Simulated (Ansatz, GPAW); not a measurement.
# A 10-layer slab of Al(100): work function by functional and basis, part 2 of 3

Aim: the work function of both faces of a 10-layer slab of Al(100), and its spread over functionals and bases.

GPAW 26.7.0 and Ansatz 0.2.0; Ansatz plane waves; slab in vacuum with a dipole correction, relaxation (the session's first sound run).

So far, upper work function (eV): step 2 (relaxation) 4.25.

**3. Plane waves, PBE**

With the geometry fixed, the planar mean of the potential gives the vacuum level on each side.

This step: GPAW, PAW setups; slab in vacuum (GPAW 26.7.0).

Input file run.py:

```python
import json
import numpy as np
from ase import Atoms
from gpaw import GPAW, PW

slab = Atoms(
    ['Al', 'Al', 'Al', 'Al', 'Al', 'Al', 'Al', 'Al', 'Al', 'Al'],
    positions=[
        [1.43189, 1.43189, 7.00000],
        [0.00000, 0.00000, 9.02500],
        [1.43189, 1.43189, 11.05000],
        [0.00000, 0.00000, 13.07500],
        [1.43189, 1.43189, 15.10000],
        [0.00000, 0.00000, 17.13590],
        [1.43189, 1.43189, 19.13836],
        [0.00000, 0.00000, 21.17448],
        [1.43189, 1.43189, 23.20044],
        [0.00000, 0.00000, 25.24227]],
    cell=[[2.86378, 0.0, 0.0], [0.0, 2.86378, 0.0], [0.0, 0.0, 32.225]],
    pbc=[True, True, False])

slab.calc = GPAW(mode=PW(400), xc='PBE', kpts={'size': (11, 11, 1), 'gamma': True},
                 occupations={'name': 'fermi-dirac', 'width': 0.1}, nbands='200%',
                 convergence={'density': 1e-05}, maxiter=200,
                 poissonsolver={'dipolelayer': 'xy'},
                 symmetry={'tolerance': 1e-3}, txt='slab.txt')
result = {}
energy = slab.get_potential_energy()
fermi = slab.calc.get_fermi_level()
v = slab.calc.get_electrostatic_potential().mean((0, 1)) - fermi
n = slab.calc.get_pseudo_density().mean((0, 1))
L = slab.cell[2, 2]
z = np.arange(len(v)) * L / len(v)
low, high = slab.positions[:, 2].min(), slab.positions[:, 2].max()
below, above = np.interp([low - 4.8, high + 4.8], z, v)
slopes = [np.interp(x, z, np.gradient(v, z)) for x in (low - 4.8, high + 4.8)]
eps = np.array([[slab.calc.get_eigenvalues(k, s) for k in range(len(slab.calc.get_ibz_k_points()))]
                for s in range(slab.calc.get_number_of_spins())]) - fermi
top, bottom = eps[eps < 0].max(), eps[eps > 0].min()
dipole = slab.get_dipole_moment()[2]
print(f'energy {energy:.4f} eV, Fermi level {fermi:.4f} eV, dipole {dipole:.5f} e A')
print(f'potential 4.8 A off the faces, from the Fermi level: lower {below:.4f} eV, upper {above:.4f} eV')
print(f'slope of the potential there: lower {slopes[0]:.5f}, upper {slopes[1]:.5f} eV/A')
print(f'nearest levels on the mesh: {top:.4f} and {bottom:.4f} eV')
print('magnetic moment', round(slab.get_magnetic_moment(), 3))
result.update(energy=energy, fermi=fermi, dipole=dipole, below=below, above=above, slopes=slopes, edges=[top, bottom],
              z=z.tolist(), v=v.tolist(), n=n.tolist(), positions=slab.positions.tolist(),
              forces=slab.get_forces(apply_constraint=False).tolist(), moments=slab.get_magnetic_moments().tolist())
json.dump(result, open('result.json', 'w'))
```

Launch:

```sh
> OMP_NUM_THREADS=1 OPENBLAS_NUM_THREADS=1 python run.py
```

The log of the run:

```text
energy -36.4099 eV, Fermi level 2.9257 eV, dipole 0.00021 e A
potential 4.8 A off the faces, from the Fermi level: lower 4.2645 eV, upper 4.2580 eV
slope of the potential there: lower -0.00068, upper 0.00067 eV/A
nearest levels on the mesh: -0.0122 and 0.0045 eV
magnetic moment 0.0
```

It took 5 min on 1 thread of Arm Neoverse N1, shared host; peak memory 0.25 GiB.

Numbers from this step:

- dipole along the normal: 2.14e-4 e·Å
- levels nearest the Fermi level on the mesh: -0.01223, 0.004519 eV from the Fermi level
- upper work function: 4.258 eV
- lower work function: 4.264 eV

The electrostatic potential energy of an electron (without an applied field's), less the Fermi level, planar mean oscillates, so the rows of the table below give means over windows of 2.04 Å about each position, cut where the curve ends. Its maxima inside the range that stand out by 2 % of the span (Å: eV): 8.1: -2.04, 10.0: -2.03, 12.0: -2.02, 14.1: -1.97, 16.1: -1.96, 18.2: -2.14, 20.2: -1.95, 22.2: -2.02, 24.2: -1.93. Its minima: 7.0: -13.3, 9.0: -13.5, 11.1: -13.5, 13.1: -13.5, 15.1: -13.4, 17.2: -13.4, 19.1: -13.5, 21.2: -13.5, 23.2: -13.5, 25.2: -13.3.

Electrostatic potential energy of an electron (without an applied field's), less the Fermi level, planar mean against z; means over each step:

z (Å), electrostatic potential energy of an electron (without an applied field's), less the Fermi level, planar mean (eV) and a bar from the least value:
```
     1.02        4.3 ##############################
     3.06        4.3 ##############################
     5.10        3.3 ###########################
     7.14       -6.8 #
     9.18       -7.1 
    11.22       -7.1 
    13.26       -7.1 
    15.30       -7.1 
    17.34       -7.1 
    19.38       -7.1 
    21.42       -7.1 
    23.46       -7.0 
    25.50       -6.1 ###
    27.54        3.9 #############################
    29.58        4.3 ##############################
    31.62        4.3 ##############################
```

The pseudo valence density, planar mean oscillates, so the rows of the table below give means over windows of 1 Å about each position, cut where the curve ends. Its maxima inside the range that stand out by 2 % of the span (Å: e/Å³): 6.7: 0.159, 8.4: 0.200, 10.3: 0.200, 12.5: 0.200, 14.4: 0.201, 16.5: 0.198, 17.8: 0.204, 19.8: 0.199, 21.9: 0.200, 23.8: 0.198, 25.6: 0.158. Its minima: 6.9: 0.134, 9.0: 0.131, 11.0: 0.135, 13.1: 0.129, 15.0: 0.132, 17.2: 0.132, 19.1: 0.129, 21.3: 0.135, 23.2: 0.130, 25.4: 0.132.

Table of pseudo valence density, planar mean by z; means over each step:

z (Å), pseudo valence density, planar mean (e/Å³) and a bar:
```
        2      0.000 
        3      0.000 
        4      0.001 
        5      0.015 ##
        6      0.095 ##############
        7      0.155 #######################
        8      0.196 #############################
        9      0.164 #########################
       10      0.198 ##############################
       11      0.163 ########################
       12      0.198 ##############################
       13      0.163 ########################
       14      0.198 ##############################
       15      0.163 ########################
       16      0.196 #############################
       17      0.164 #########################
       18      0.200 ##############################
       19      0.165 #########################
       20      0.195 #############################
       21      0.164 #########################
       22      0.196 #############################
       23      0.166 #########################
       24      0.191 #############################
       25      0.164 #########################
       26      0.120 ##################
       27      0.025 ####
       28      0.002 
       29      0.000 
       30      0.000
```

Force by atom:

```csv
atom,x (eV/Å),y (eV/Å),z (eV/Å),size
Al1,0.0000,0.0000,-0.0501,0.0501
Al2,0.0000,0.0000,0.0307,0.0307
Al3,0.0000,0.0000,-0.0123,0.0123
Al4,0.0000,0.0000,0.0871,0.0871
Al5,0.0000,0.0000,-0.0622,0.0622
Al6,0.0000,0.0000,-0.0016,0.0016
Al7,0.0000,0.0000,0.0012,0.0012
Al8,0.0000,0.0000,-0.0001,0.0001
Al9,0.0000,0.0000,0.0003,0.0003
Al10,0.0000,0.0000,0.0071,0.0071
```

The potential is flat to 6.8e-4 eV/Å where it is read, so the vacuum is wide enough. The geometry is the other program's minimum; here the largest force on a free atom is 0.0071 eV/Å.

**4. Self-consistent run: xc = "revPBE"**

The same geometry under revPBE, to see how far the functional moves the levels against the vacuum.

run.py, as its differences from that of step 3:

```diff
@@ -21,3 +21,3 @@
 
-slab.calc = GPAW(mode=PW(400), xc='PBE', kpts={'size': (11, 11, 1), 'gamma': True},
+slab.calc = GPAW(mode=PW(400), xc='revPBE', kpts={'size': (11, 11, 1), 'gamma': True},
                  occupations={'name': 'fermi-dirac', 'width': 0.1}, nbands='200%',
```

The log of the run:

```text
energy -34.2954 eV, Fermi level 2.9977 eV, dipole 0.00022 e A
potential 4.8 A off the faces, from the Fermi level: lower 4.2019 eV, upper 4.1954 eV
slope of the potential there: lower -0.00072, upper 0.00071 eV/A
nearest levels on the mesh: -0.0462 and 0.0052 eV
magnetic moment 0.0
```

The job ended after 5 min (1 thread; peak memory 0.25 GiB).

This step gave:

| Quantity | Value |
| --- | --- |
| dipole along the normal | 2.18e-4 e·Å |
| levels nearest the Fermi level on the mesh | -0.04617, 0.005151 eV from the Fermi level |
| upper work function | 4.195 eV |
| lower work function | 4.202 eV |

The electrostatic potential energy of an electron (without an applied field's), less the Fermi level, planar mean oscillates, so the rows of the table below give means over windows of 2.04 Å about each position, cut where the curve ends. Its maxima inside the range that stand out by 2 % of the span (Å: eV): 8.1: -2.11, 10.0: -2.10, 12.0: -2.09, 14.1: -2.04, 16.1: -2.03, 18.2: -2.21, 20.2: -2.02, 22.2: -2.09, 24.2: -2.00. Its minima: 7.0: -13.4, 9.0: -13.5, 11.1: -13.6, 13.1: -13.6, 15.1: -13.5, 17.2: -13.5, 19.1: -13.6, 21.2: -13.6, 23.2: -13.5, 25.2: -13.4.

Electrostatic potential energy of an electron (without an applied field's), less the Fermi level, planar mean against z; means over each step:

z (Å), electrostatic potential energy of an electron (without an applied field's), less the Fermi level, planar mean (eV) and a bar from the least value:
```
     1.02        4.2 ##############################
     3.06        4.2 ##############################
     5.10        3.2 ###########################
     7.14       -6.9 #
     9.18       -7.1 
    11.22       -7.2 
    13.26       -7.2 
    15.30       -7.2 
    17.34       -7.2 
    19.38       -7.2 
    21.42       -7.2 
    23.46       -7.1 
    25.50       -6.2 ###
    27.54        3.8 #############################
    29.58        4.2 ##############################
    31.62        4.2 ##############################
```

The pseudo valence density, planar mean oscillates, so the rows of the table below give means over windows of 2 Å about each position, cut where the curve ends. Its maxima inside the range that stand out by 2 % of the span (Å: e/Å³): 6.7: 0.158, 8.4: 0.200, 10.3: 0.201, 12.5: 0.200, 14.4: 0.201, 15.9: 0.198, 17.8: 0.204, 19.8: 0.199, 21.9: 0.201, 23.8: 0.198, 25.8: 0.157. Its minima: 6.9: 0.134, 9.0: 0.131, 11.0: 0.135, 13.1: 0.130, 15.0: 0.132, 17.2: 0.132, 19.1: 0.129, 21.3: 0.135, 23.2: 0.130, 25.4: 0.132.

Pseudo valence density, planar mean against z; means over each step:

```csv
z (Å),"pseudo valence density, planar mean (e/Å³)"
2,1.4e-5
4,0.00234
6,0.0898
8,0.181
10,0.181
12,0.181
14,0.181
16,0.180
18,0.183
20,0.180
22,0.181
24,0.179
26,0.106
28,0.00426
30,2.6e-5
32,3.2e-7
```

Force by atom:

```csv
atom,x (eV/Å),y (eV/Å),z (eV/Å),size
Al1,0.000,0.000,-0.106,0.106
Al2,0.000,0.000,0.026,0.026
Al3,0.000,0.000,-0.011,0.011
Al4,0.000,0.000,0.088,0.088
Al5,0.000,0.000,-0.063,0.063
Al6,0.000,0.000,-0.003,0.003
Al7,0.000,0.000,0.003,0.003
Al8,0.000,0.000,-0.002,0.002
Al9,0.000,0.000,0.006,0.006
Al10,0.000,0.000,0.061,0.061
```

The upper face's work function is 4.195 eV, against 4.258 eV in the first plane-wave PBE run at this geometry.

**5. OptPBE vdW: xc = "optPBE-vdW"**

The same geometry under optPBE-vdW, to see how far the functional moves the levels against the vacuum (the van der Waals functionals take revPBE setups).

run.py, as its differences from that of step 4:

```diff
@@ -21,3 +21,3 @@
 
-slab.calc = GPAW(mode=PW(400), xc='revPBE', kpts={'size': (11, 11, 1), 'gamma': True},
+slab.calc = GPAW(mode=PW(400), xc='optPBE-vdW', kpts={'size': (11, 11, 1), 'gamma': True},
                  occupations={'name': 'fermi-dirac', 'width': 0.1}, nbands='200%',
```

The log of the run:

```text
energy -86.6907 eV, Fermi level 2.9054 eV, dipole 0.00024 e A
potential 4.8 A off the faces, from the Fermi level: lower 4.3912 eV, upper 4.3842 eV
slope of the potential there: lower -0.00105, upper 0.00105 eV/A
nearest levels on the mesh: -0.0311 and 0.0063 eV
magnetic moment 0.0
```

Run time: 8.4 min. Hardware: 1 thread; peak memory 0.4 GiB.

Numbers from this step:

* dipole along the normal: 2.40e-4 e·Å
* levels nearest the Fermi level on the mesh: -0.03112, 0.006254 eV from the Fermi level
* upper work function: 4.384 eV
* lower work function: 4.391 eV

The electrostatic potential energy of an electron (without an applied field's), less the Fermi level, planar mean oscillates, so the rows of the table below give means over windows of 2.04 Å about each position, cut where the curve ends. Its maxima inside the range that stand out by 2 % of the span (Å: eV): 8.1: -2.08, 10.0: -2.06, 12.0: -2.05, 14.1: -2.00, 16.1: -1.99, 18.2: -2.16, 20.2: -1.98, 22.2: -2.05, 24.2: -1.97. Its minima: 7.0: -13.3, 9.0: -13.5, 11.1: -13.5, 13.1: -13.5, 15.1: -13.5, 17.2: -13.4, 19.1: -13.5, 21.2: -13.5, 23.2: -13.5, 25.2: -13.3.

The electrostatic potential energy of an electron (without an applied field's), less the Fermi level, planar mean by z; means over each step:

z (Å), electrostatic potential energy of an electron (without an applied field's), less the Fermi level, planar mean (eV) and a bar from the least value:
```
     1.02        4.4 ##############################
     3.06        4.4 ##############################
     5.10        3.3 ###########################
     7.14       -6.8 #
     9.18       -7.1 
    11.22       -7.1 
    13.26       -7.1 
    15.30       -7.1 
    17.34       -7.2 
    19.38       -7.1 
    21.42       -7.1 
    23.46       -7.1 
    25.50       -6.1 ###
    27.54        4.0 #############################
    29.58        4.4 ##############################
    31.62        4.4 ##############################
```

The upper face's work function is 4.384 eV, against 4.258 eV in the first plane-wave PBE run at this geometry.

**6. Self-consistent run: xc = "LDA"**

The same geometry under LDA, to see how far the functional moves the levels against the vacuum.

run.py, as its differences from that of step 5:

```diff
@@ -21,3 +21,3 @@
 
-slab.calc = GPAW(mode=PW(400), xc='optPBE-vdW', kpts={'size': (11, 11, 1), 'gamma': True},
+slab.calc = GPAW(mode=PW(400), xc='LDA', kpts={'size': (11, 11, 1), 'gamma': True},
                  occupations={'name': 'fermi-dirac', 'width': 0.1}, nbands='200%',
```

The log of the run:

```text
energy -40.5712 eV, Fermi level 2.7484 eV, dipole 0.00022 e A
potential 4.8 A off the faces, from the Fermi level: lower 4.4109 eV, upper 4.4042 eV
slope of the potential there: lower -0.00064, upper 0.00064 eV/A
nearest levels on the mesh: -0.0475 and 0.0031 eV
magnetic moment 0.0
```

Wall time 5.3 min (1 thread); peak memory 0.25 GiB.

This step gave:

```yaml
dipole_along_the_normal: 2.23e-4 e·Å
levels_nearest_the_fermi_level_on_the_mesh: -0.04749, 0.003056 eV from the Fermi level
upper_work_function: 4.404 eV
lower_work_function: 4.411 eV
```

The upper face's work function is 4.404 eV, against 4.258 eV in the first plane-wave PBE run at this geometry.

**7. Real-space grid: mode = "fd"**

A real-space grid is a second complete basis, so it checks the plane-wave result.

run.py, as its differences from that of step 6:

```diff
@@ -3,3 +3,3 @@
 from ase import Atoms
-from gpaw import GPAW, PW
+from gpaw import GPAW
 
@@ -21,3 +21,3 @@
 
-slab.calc = GPAW(mode=PW(400), xc='LDA', kpts={'size': (11, 11, 1), 'gamma': True},
+slab.calc = GPAW(mode='fd', h=0.18, xc='PBE', kpts={'size': (11, 11, 1), 'gamma': True},
                  occupations={'name': 'fermi-dirac', 'width': 0.1}, nbands='200%',
```

The log of the run:

```text
energy -36.4160 eV, Fermi level -4.2615 eV, dipole 0.00029 e A
potential 4.8 A off the faces, from the Fermi level: lower 4.2645 eV, upper 4.2580 eV
slope of the potential there: lower -0.00061, upper 0.00061 eV/A
nearest levels on the mesh: -0.0123 and 0.0045 eV
magnetic moment 0.0
```

Wall time 19 min (1 thread); peak memory 0.94 GiB.

This step gave:

| Quantity | Value |
| --- | --- |
| dipole along the normal | 2.94e-4 e·Å |
| levels nearest the Fermi level on the mesh | -0.01229, 0.004532 eV from the Fermi level |
| upper work function | 4.258 eV |
| lower work function | 4.265 eV |

The electrostatic potential energy of an electron (without an applied field's), less the Fermi level, planar mean oscillates, so the rows of the table below give means over windows of 2.01 Å about each position, cut where the curve ends. Its maxima inside the range that stand out by 2 % of the span (Å: eV): 8.1: -2.04, 10.0: -1.99, 12.0: -2.09, 14.1: -1.99, 16.1: -1.96, 18.2: -2.15, 20.1: -1.93, 22.1: -2.08, 24.3: -1.90. Its minima: 7.0: -13.3, 9.0: -13.4, 11.1: -13.4, 13.1: -13.5, 15.1: -13.5, 17.1: -13.4, 19.2: -13.5, 21.2: -13.4, 23.2: -13.4, 25.2: -13.3.

The electrostatic potential energy of an electron (without an applied field's), less the Fermi level, planar mean by z; means over each step:

z (Å), electrostatic potential energy of an electron (without an applied field's), less the Fermi level, planar mean (eV) and a bar from the least value:
```
     1.00        4.3 ##############################
     3.01        4.3 ##############################
     5.02        3.4 ############################
     7.03       -6.8 #
     9.04       -7.1 
    11.05       -7.2 
    13.06       -7.2 
    15.07       -7.1 
    17.08       -7.2 
    19.09       -7.2 
    21.10       -7.1 
    23.11       -7.1 
    25.12       -6.8 #
    27.13        3.3 ###########################
    29.14        4.3 ##############################
    31.15        4.3 ##############################
```

The upper face's work function is 4.258 eV, against 4.258 eV in the first plane-wave PBE run at this geometry.

**8. The ladder**

Times are for 1 thread of Arm Neoverse N1, shared host. Results by setting:

```csv
no.,run,upper work function (eV),lower work function (eV),time,memory (GiB)
1,pw,4.258,4.264,5 min,0.25
2,revPBE,4.195,4.202,5 min,0.25
3,optPBE vdW,4.384,4.391,8.4 min,0.4
4,LDA,4.404,4.411,5.3 min,0.25
5,fd,4.258,4.265,19 min,0.94
```

(Part 2 of 3 ends here.)

[Logs are printed without paths, hosts, clocks, repeated set-up lines and the standing remarks that a program may print on its own settings, such as how far it seeks lower states.]

[Hosts, paths, dates, database ids (printed as entryN), source tags and the programs' standing remarks are cut or masked in the printed files.]
